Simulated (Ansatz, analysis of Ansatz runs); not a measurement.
**MgH2(100): segregation of V_Mg**

Question: does neutral V_Mg prefer the (100) surface of MgH2 or the inside, and by how much? The same defect is put at one site in each of several layers from the top towards the middle of one slab. Model: a cell of 96 host atoms with 1 Mg taken out.

Program: Ansatz 0.2.0. Level of theory: plane-wave PAW DFT, PBEsol and LDA; a slab with vacuum, neutral defects. Results are calculated unless marked as measured.

### 1. Starting point

The cell holds 95 atoms: 31 Mg and 64 H. Cell: a = 9.791 Å, b = 10.785 Å, c = 22.000 Å, α = 90.0°, β = 90.0°, γ = 90.0°. It derives from MgH2 (space group Pbcn), repeated 2×2×1. Vacuum lies along c. Nearest the centre at fractional (0.367, 0.684, 0.649): H41 at 1.84 Å, H45 at 1.88 Å, H40 at 1.91 Å, H46 at 1.92 Å, H90 at 1.95 Å, Mg31 at 2.83 Å, Mg79 at 2.83 Å, H68 at 3.31 Å.

The cell's shortest repeat is 9.8 Å.

### 2. The clean slab

The slab is cut stoichiometric, symmetric and without a dipole, at the in-plane lattice of the database's bulk structure, and all its atoms relax. Miller indices refer to pymatgen's conventional standard cell, whose axes can be ordered otherwise than in the space-group symbol.

File slab/input.yaml:

```yaml
crystal:
  lattice:
    - [4.895504, 0.0, 0.0]
    - [0.0, 5.392622, 0.0]
    - [0.0, 0.0, 22.0]
  atoms:
    - { symbol: Mg, position: [0.25, 0.1684724, 0.3473044] }
    - { symbol: Mg, position: [0.75, 0.3315276, 0.4491015] }
    - { symbol: Mg, position: [0.75, 0.8315276, 0.3473044] }
    - { symbol: Mg, position: [0.25, 0.6684724, 0.4491015] }
    - { symbol: Mg, position: [0.25, 0.1684724, 0.5508985] }
    - { symbol: Mg, position: [0.75, 0.3315276, 0.6526956] }
    - { symbol: Mg, position: [0.75, 0.8315276, 0.5508985] }
    - { symbol: Mg, position: [0.25, 0.6684724, 0.6526956] }
    - { symbol: H, position: [0.5801877, 0.1089313, 0.3936612] }
    - { symbol: H, position: [0.4198123, 0.3910687, 0.4954583] }
    - { symbol: H, position: [0.0801877, 0.3910687, 0.4027446] }
    - { symbol: H, position: [0.9198123, 0.1089313, 0.3009475] }
    - { symbol: H, position: [0.0801877, 0.8910687, 0.3936612] }
    - { symbol: H, position: [0.9198123, 0.6089313, 0.4954583] }
    - { symbol: H, position: [0.5801877, 0.6089313, 0.4027446] }
    - { symbol: H, position: [0.4198123, 0.8910687, 0.3009475] }
    - { symbol: H, position: [0.5801877, 0.1089313, 0.5972554] }
    - { symbol: H, position: [0.4198123, 0.3910687, 0.6990525] }
    - { symbol: H, position: [0.0801877, 0.3910687, 0.6063388] }
    - { symbol: H, position: [0.9198123, 0.1089313, 0.5045417] }
    - { symbol: H, position: [0.0801877, 0.8910687, 0.5972554] }
    - { symbol: H, position: [0.9198123, 0.6089313, 0.6990525] }
    - { symbol: H, position: [0.5801877, 0.6089313, 0.6063388] }
    - { symbol: H, position: [0.4198123, 0.8910687, 0.5045417] }
basis:
  ecutwfc: 420
  xc_grid: 2
hamiltonian:
  xc: pbesol
  pseudopotentials: { kind: paw, azcp: { folder: soft_1 }, xc_functional: pbe }
kpoints:
  mp_grid: { grid: [2, 2, 1] }
scf:
  occupations: { method: fermi_dirac, width: 0.01 }
  max_iter: 100
relax:
  f_tol: 0.01
  max_steps: 100
  random_displacement: { amplitude: 0.03, seed: 8586 }
output:
  forces: true
  eigenvalues: true
```

Command:

```bash
ansatz run input.yaml --threads 32 --pin off --max-ram 84787MiB --backend cuda --events-out ev --progress --plain --runs-dir out --max-vram 78GiB
```

Numbers of over 12 decimals in the logs are rounded to 6 here.

The log of the run:

```text
[...]
Engine: ansatz 0.2.0, aarch64-unknown-linux-gnu
[...]
Pseudopotential: Mg, paw, valence charge 10, recommended cutoff 420 eV (normal), soft_1/Mg.paw.azcp
Pseudopotential: H, paw, valence charge 1, recommended cutoff 420 eV (normal), soft_1/H.paw.azcp
Functional definition: PBEsol
[...]
Crystal: 24 atoms, lattice volume = 580.791 Å³
Basis set: ecut = 420 eV, 11295 PW (Γ), exchange–correlation on 72×80×300 points (8 copies of the dense FFT grid, shifted against one another)
Bands: 72, of which v1, the nominal top of the filled ones, is band 48 counted from 1 (47 counted from 0)
[...]
k-points: 4
[...]
Functional: x = pbesol(κ = 0.804, μ = 0.123457), c = pbesol(β = 0.046)
[...]
relax step   1: F+E_penalty+E_count = -15547.98913306 eV  Δ(F+E_penalty+E_count) = +0.000e0 eV  max|allowed force component| = 9.065e-1 eV/Å  Δτ_max = 0.0000 Å  (9 SCF iters, dr2 threshold 2.50e-6 eV, [...]
[...]
preconditioner: auto → Resta (q_TF=auto, 2.021 Å⁻¹)  ε∞=1.9  [insulator: Δε(μ)=3.504 eV  Ē_g=8.950 eV  σ=0.010 eV  W_gap=1.00  n_scr=86 (ndim 8)  ℏωp=8.7 eV  f_vac=0.543  D(μ)=0.00/eV (n_scr^D=0)  ε∞_ [...]
SCF iter   2: F=—  HF=-15548.428557 eV  |F-HF|=—  |Δ(HF+E_count)|=   3.74e-2  Δρ=3.00e-3  dr2=5.14e-2  ethr=2.59e-4  ⟨swp⟩=2.0  Hψ=283  notcnv=0  defer=77
[...]
SCF iter   6: F=-15548.433306 eV  HF=-15548.433306 eV  |F-HF|=3.17e-7  |Δ(HF+E_count)|=   1.62e-5  Δρ=5.36e-6  dr2=2.43e-7  ethr=1.01e-8  ⟨swp⟩=14.0  Hψ=1543  notcnv=0
[...]
SCF 5 converged in 5 iterations: F = -15548.486280 eV  dr2 = 5.47e-8
relax step   5: F+E_penalty+E_count = -15548.48627964 eV  Δ(F+E_penalty+E_count) = -3.579e-4 eV  max|allowed force component| = 9.069e-3 eV/Å  Δτ_max = 0.0154 Å  (5 SCF iters, accepted)
SCF converged after 5 iterations
[...]
--- Relaxed structure (5 steps of the walk, 5 accepted, 0 SCFs on fresh bases) ---
[...]
```

It took 2.5 s on 1 × NVIDIA GB200 with 32 threads of Arm Neoverse V2, shared host; peak memory 1.2 GiB.

Step by step:

| step | energy less that of the first step (eV) | largest force component (eV/Å) |
| --- | --- | --- |
| 1 | 0.0000 | 0.9065 |
| 2 | -0.4442 | 0.1695 |
| 3 | -0.4864 | 0.1391 |
| 4 | -0.4968 | 0.0169 |
| 5 | -0.4971 | 0.0091 |

The atoms that moved most (Å, from the sites as typed, ahead of the random displacement, the mean shift of all atoms taken out):

| atom | dx | dy | dz | length |
| --- | --- | --- | --- | --- |
| Mg6 | -0.082 | 0.195 | -0.060 | 0.220 |
| Mg3 | -0.082 | 0.195 | 0.060 | 0.220 |
| Mg1 | -0.082 | -0.195 | 0.060 | 0.220 |
| Mg8 | -0.082 | -0.195 | -0.060 | 0.220 |
| H23 | -0.078 | 0.055 | -0.121 | 0.154 |
| H9 | -0.078 | 0.056 | 0.120 | 0.154 |
| H13 | -0.078 | -0.056 | 0.120 | 0.154 |
| H19 | -0.078 | -0.057 | -0.119 | 0.153 |

Final coordinates:

```xyz
24
Lattice="4.8955 0.0000 0.0000 0.0000 5.3926 0.0000 0.0000 0.0000 22.0000" Properties=species:S:1:pos:R:3
Mg    1.1473    0.7146    7.6966
Mg    3.7334    1.8165    9.8866
Mg    3.5951    4.6800    7.6965
Mg    1.2857    3.5780    9.8867
Mg    1.2855    0.8817   12.1047
Mg    3.5951    1.9838   14.2954
Mg    3.7332    4.5126   12.1051
Mg    1.1474    3.4111   14.2952
H     2.7676    0.6441    8.7766
H     2.0981    2.1133   10.8927
H     0.4653    2.1074    8.8183
H     4.5071    0.5955    6.6960
H     0.3199    4.7503    8.7766
H     4.5460    3.2811   10.8928
H     2.9130    3.2870    8.8181
H     2.0594    4.7992    6.6958
H     2.9122    0.5902   13.1745
H     2.0598    2.1041   15.2967
H     0.3202    2.0530   13.2162
H     4.5455    0.5850   11.0994
H     0.4654    4.8030   13.1730
H     4.5069    3.2925   15.2956
H     2.7674    3.3396   13.2146
H     2.0981    4.8096   11.0991
```

With the common shift taken out, atoms move by up to 0.22 Å from the bulk-cut sites, and by up to 0.12 Å along the normal.

On a dense mesh the slab's energy differs by 2 meV an atom, so the sampling is kept; the layers are compared at one sampling, where most of this error should cancel, which was not tested.

### 3. Does the supercell reconstruct?

The clean supercell is relaxed from displaced atoms, since a reconstruction that only the larger cell allows would otherwise be counted to the defect.

File pristine.relax/input.yaml:

```yaml
crystal:
  lattice:
    - [9.791008, 0.0, 0.0]
    - [0.0, 10.785244, 0.0]
    - [0.0, 0.0, 22.0]
  atoms:
    - { symbol: Mg, position: [0.11718402, 0.06625534, 0.34984437] }
    - { symbol: Mg, position: [0.38130794, 0.16842433, 0.44939098] }
    - { symbol: Mg, position: [0.36718557, 0.43392345, 0.34984088] }
    - { symbol: Mg, position: [0.13130994, 0.33175248, 0.44939584] }
[... 86 atom lines left out ...]
    - { symbol: H, position: [0.53270745, 0.69035483, 0.60073754] }
    - { symbol: H, position: [0.96424885, 0.55424209, 0.5045201] }
    - { symbol: H, position: [0.54753173, 0.94532926, 0.5987724] }
    - { symbol: H, position: [0.96031438, 0.80527418, 0.69525355] }
    - { symbol: H, position: [0.78264463, 0.80964726, 0.60066455] }
    - { symbol: H, position: [0.71429291, 0.9459436, 0.50450448] }
basis:
  ecutwfc: 420
  xc_grid: 2
hamiltonian:
  xc: pbesol
  pseudopotentials: { kind: paw, azcp: { folder: soft_1 }, xc_functional: pbe }
kpoints:
  mp_grid: { grid: [1, 1, 1] }
scf:
  occupations: { method: fermi_dirac, width: 0.01 }
  max_iter: 80
output:
  forces: true
relax:
  f_tol: 0.015
  max_steps: 80
  random_displacement: { amplitude: 0.05, seed: 8595 }
```

The log of the run:

```text
[...]
Crystal: 96 atoms, lattice volume = 2323.165 Å³
Basis set: ecut = 420 eV, 45417 PW (Γ), exchange–correlation on 144×150×300 points (8 copies of the dense FFT grid, shifted against one another)
Bands: 288, of which v1, the nominal top of the filled ones, is band 192 counted from 1 (191 counted from 0)
[...]
k-points: 1
[...]
SCF 1 converged in 7 iterations: F = -62193.294505 eV  dr2 = 3.76e-6
[...]
relax step   1: F+E_penalty+E_count = -62193.29450508 eV  Δ(F+E_penalty+E_count) = +0.000e0 eV  max|allowed force component| = 6.831e-1 eV/Å  Δτ_max = 0.0000 Å  (7 SCF iters, dr2 threshold 5.63e-6 eV, [...]
[...]
SCF 4 converged in 3 iterations: F = -62193.944275 eV  dr2 = 1.51e-8
relax step   4: F+E_penalty+E_count = -62193.94427543 eV  Δ(F+E_penalty+E_count) = -1.631e-7 eV  max|allowed force component| = 1.200e-2 eV/Å  Δτ_max = 0.0000 Å  (3 SCF iters, accepted)
SCF converged after 3 iterations
[...]
```

Run time: 2.6 s. Hardware: 1 × NVIDIA GB200 with 32 threads; peak memory 1.3 GiB.

Atoms end at most 0.03 Å from the small cell's positions, so the small cell's structure is at least a local minimum.

### 4. The defect, layer by layer

Each layer's defect is relaxed from random displacements, at more than one total moment, because the electrons or holes left behind may pair or not. Layer 1 is shown in full.

File layer1_M0.relax/input.yaml:

```yaml
crystal:
  lattice:
    - [9.791008, 0.0, 0.0]
    - [0.0, 10.785244, 0.0]
    - [0.0, 0.0, 22.0]
  atoms:
    - { symbol: Mg, position: [0.11686177, 0.06624456, 0.35006128] }
    - { symbol: Mg, position: [0.38122237, 0.16892062, 0.44952328] }
[... 2 atom lines left out ...]
    - { symbol: Mg, position: [0.13119694, 0.08125262, 0.55010073] }
    - { symbol: Mg, position: [0.36727836, 0.18353215, 0.64953011] }
    - { symbol: Mg, position: [0.38161214, 0.41892584, 0.55019043] }
    - { symbol: Mg, position: [0.1171562, 0.31545593, 0.64947472] }
[... 5 atom lines left out ...]
    - { symbol: H, position: [0.46485916, 0.30401767, 0.49550338] }
[... 2 atom lines left out ...]
    - { symbol: H, position: [0.29815458, 0.05487981, 0.59809446] }
    - { symbol: H, position: [0.20993574, 0.19321023, 0.69466654] }
[... 1 atom line left out ...]
    - { symbol: H, position: [0.46429505, 0.05440983, 0.50433313] }
    - { symbol: H, position: [0.04740871, 0.44531139, 0.59884262] }
    - { symbol: H, position: [0.45995904, 0.30466323, 0.69535175] }
    - { symbol: H, position: [0.28326108, 0.3103427, 0.60081022] }
    - { symbol: H, position: [0.21418673, 0.44585803, 0.50469784] }
[... 1 atom line left out ...]
    - { symbol: Mg, position: [0.38128775, 0.66856157, 0.44946117] }
[... 1 atom line left out ...]
    - { symbol: Mg, position: [0.13112457, 0.83109566, 0.44951104] }
    - { symbol: Mg, position: [0.13104865, 0.58151226, 0.55038145] }
    - { symbol: Mg, position: [0.38141052, 0.91841552, 0.54977475] }
    - { symbol: Mg, position: [0.11731097, 0.81675965, 0.64935417] }
[... 1 atom line left out ...]
    - { symbol: H, position: [0.21442501, 0.69580334, 0.49531508] }
[... 3 atom lines left out ...]
    - { symbol: H, position: [0.4644597, 0.80425742, 0.49494776] }
[... 2 atom lines left out ...]
    - { symbol: H, position: [0.29772021, 0.55510003, 0.5984863] }
    - { symbol: H, position: [0.21000311, 0.69521056, 0.6947558] }
    - { symbol: H, position: [0.0323155, 0.69109479, 0.60031781] }
    - { symbol: H, position: [0.46458328, 0.55450356, 0.50455701] }
    - { symbol: H, position: [0.04740289, 0.94546341, 0.59834082] }
    - { symbol: H, position: [0.4598156, 0.80579577, 0.69481659] }
    - { symbol: H, position: [0.28245795, 0.80983783, 0.60012819] }
    - { symbol: H, position: [0.21419446, 0.94575447, 0.50423079] }
[... 4 atom lines left out ...]
    - { symbol: Mg, position: [0.63104418, 0.0817595, 0.55002134] }
[... 2 atom lines left out ...]
    - { symbol: Mg, position: [0.61674716, 0.31645182, 0.64992817] }
[... 12 atom lines left out ...]
    - { symbol: H, position: [0.54763758, 0.44582157, 0.59888664] }
[... 2 atom lines left out ...]
    - { symbol: H, position: [0.71407263, 0.44594504, 0.50469522] }
[... 3 atom lines left out ...]
    - { symbol: Mg, position: [0.63137912, 0.8315161, 0.44912373] }
    - { symbol: Mg, position: [0.63156495, 0.5820146, 0.55025579] }
    - { symbol: Mg, position: [0.86706006, 0.68489252, 0.64967022] }
[... 1 atom line left out ...]
    - { symbol: Mg, position: [0.61685528, 0.81680314, 0.64949827] }
[... 1 atom line left out ...]
    - { symbol: H, position: [0.7141165, 0.69607201, 0.4950667] }
[... 3 atom lines left out ...]
    - { symbol: H, position: [0.96404888, 0.80437542, 0.49501833] }
[... 2 atom lines left out ...]
    - { symbol: H, position: [0.79774823, 0.55541053, 0.59871891] }
    - { symbol: H, position: [0.71003419, 0.69577493, 0.69506067] }
    - { symbol: H, position: [0.53269593, 0.69084278, 0.6004239] }
    - { symbol: H, position: [0.96407304, 0.55423176, 0.50454919] }
    - { symbol: H, position: [0.54729156, 0.94558768, 0.5984713] }
    - { symbol: H, position: [0.96043152, 0.8066006, 0.69483847] }
    - { symbol: H, position: [0.78232291, 0.81012224, 0.60038389] }
    - { symbol: H, position: [0.71398641, 0.94613134, 0.50425476] }
basis:
  ecutwfc: 420
  xc_grid: 2
hamiltonian:
  xc: pbesol
  pseudopotentials: { kind: paw, azcp: { folder: soft_1 }, xc_functional: pbe }
kpoints:
  mp_grid: { grid: [1, 1, 1] }
scf:
  occupations: { method: fermi_dirac, width: 0.01 }
  max_iter: 80
output:
  forces: true
relax:
  f_tol: 0.03
  max_steps: 90
  random_displacement: { amplitude: 0.05, seed: 8587 }
```

The log of the run:

```text
[...]
Crystal: 95 atoms, lattice volume = 2323.165 Å³
Basis set: ecut = 420 eV, 45417 PW (Γ), exchange–correlation on 144×150×300 points (8 copies of the dense FFT grid, shifted against one another)
Bands: 282, of which v1, the nominal top of the filled ones, is band 187 counted from 1 (186 counted from 0)
[...]
k-points: 1
[...]
SCF 2 converged in 8 iterations: F = -60276.481257 eV  dr2 = 1.09e-5
[...]
SCF 7 converged in 5 iterations: F = -60280.411036 eV  dr2 = 1.75e-6
[...]
relax step   8: F+E_penalty+E_count = -60279.44835411 eV  Δ(F+E_penalty+E_count) = +9.627e-1 eV  max|allowed force component| = 1.424e1 eV/Å  Δτ_max = 0.1949 Å  (5 SCF iters, dr2 threshold 1.00e-4 eV, [...]
[...]
relax step  11: F+E_penalty+E_count = -60281.03920396 eV  Δ(F+E_penalty+E_count) = -1.048e-1 eV  max|allowed force component| = 5.198e-1 eV/Å  Δτ_max = 0.1463 Å  (5 SCF iters, dr2 threshold 4.60e-6 eV [...]
[...]
relax step  20: F+E_penalty+E_count = -60281.28690203 eV  Δ(F+E_penalty+E_count) = -2.215e-3 eV  max|allowed force component| = 4.388e-2 eV/Å  Δτ_max = 0.0995 Å  (5 SCF iters, dr2 threshold 1.17e-6 eV [...]
[...]
SCF converged after 6 iterations
[...]
```

Wall time 12 s (1 × NVIDIA GB200 with 32 threads); peak memory 1.4 GiB; 56 s of CPU time.

The steps of the relaxation:

| step | energy less that of the first step (eV) | largest force component (eV/Å) |
| --- | --- | --- |
| 1 | 0.0000 | 0.8261 |
| 2 | -1.0441 | 0.6406 |
| 3 | -1.4070 | 0.8712 |
| 4 | -1.7955 | 1.3532 |
| 5 | -2.4132 | 2.2459 |
| 6 | -3.5252 | 3.5329 |
| 7 | -4.9738 | 2.9453 |
| 8 | -4.0112 | 14.2397 |
| 9 | -5.3711 | 0.3233 |
| 10 | -5.4972 | 0.2712 |
| 11 | -5.6020 | 0.5198 |
| 12 | -5.6732 | 0.7891 |
| 13 | -5.7430 | 0.4965 |
| 14 | -5.7814 | 0.0990 |
| 15 | -5.8019 | 0.0607 |
| 16 | -5.8158 | 0.1285 |
| 17 | -5.8301 | 0.1109 |
| 18 | -5.8390 | 0.3958 |
| 19 | -5.8475 | 0.1164 |
| 20 | -5.8497 | 0.0439 |
| 21 | -5.8508 | 0.0198 |

Relaxation step 8 was tried and not accepted.

The atoms that moved most (Å, from the sites as typed, ahead of the random displacement, the mean shift of all atoms taken out):

| atom | dx | dy | dz | length |
| --- | --- | --- | --- | --- |
| H41 | 2.162 | 1.308 | 0.129 | 2.531 |
| H93 | 0.580 | -0.542 | 0.040 | 0.795 |
| H45 | 0.264 | -0.009 | 0.657 | 0.708 |
| H46 | 0.251 | 0.103 | 0.434 | 0.512 |
| Mg31 | 0.108 | -0.056 | -0.364 | 0.384 |
| H89 | 0.135 | 0.281 | 0.070 | 0.320 |
| Mg79 | 0.093 | -0.095 | -0.230 | 0.265 |
| H40 | -0.215 | -0.106 | 0.004 | 0.240 |

The atoms nearest to the centre after the run:

| atom | distance (Å) |
| --- | --- |
| H46 | 1.697 |
| H41 | 1.927 |
| H90 | 2.023 |
| H40 | 2.067 |
| H45 | 2.416 |
| Mg31 | 2.733 |
| Mg79 | 2.882 |
| Mg30 | 3.239 |

Among the atoms that came to bonding distance: H45–H41 0.77 Å (from 2.72).

All relaxations:

| layer | depth (Å) | moment (μB) | outcome | structures computed | largest displacement from the input (Å) | time |
| --- | --- | --- | --- | --- | --- | --- |
| 1 | 1.01 | 0 | converged | 21 | 2.53 | 12 s |
| 1 | 1.01 | 2 | converged | 29 | 2.75 | 22 s |
| 2 | 3.19 | 0 | converged | 30 | 2.60 | 19 s |
| 2 | 3.19 | 2 | converged | 29 | 2.92 | 56 s |

The relaxation ends 62 meV an atom lower than the displaced start, with a largest force component of 0.020 eV/Å.

[end of part 1 of 2]

[Logs are printed without paths, hosts, clocks, repeated set-up lines and the standing remarks that a program may print on its own settings, such as how far it seeks lower states.]

[Hosts, paths, dates, database ids (printed as entryN), source tags and the programs' standing remarks are cut or masked in the printed files.]

[Maps of the electrostatic potential energy from Ansatz leave out the sawtooth potential of an applied field or a dipole correction, so their vacuum need not be flat.]
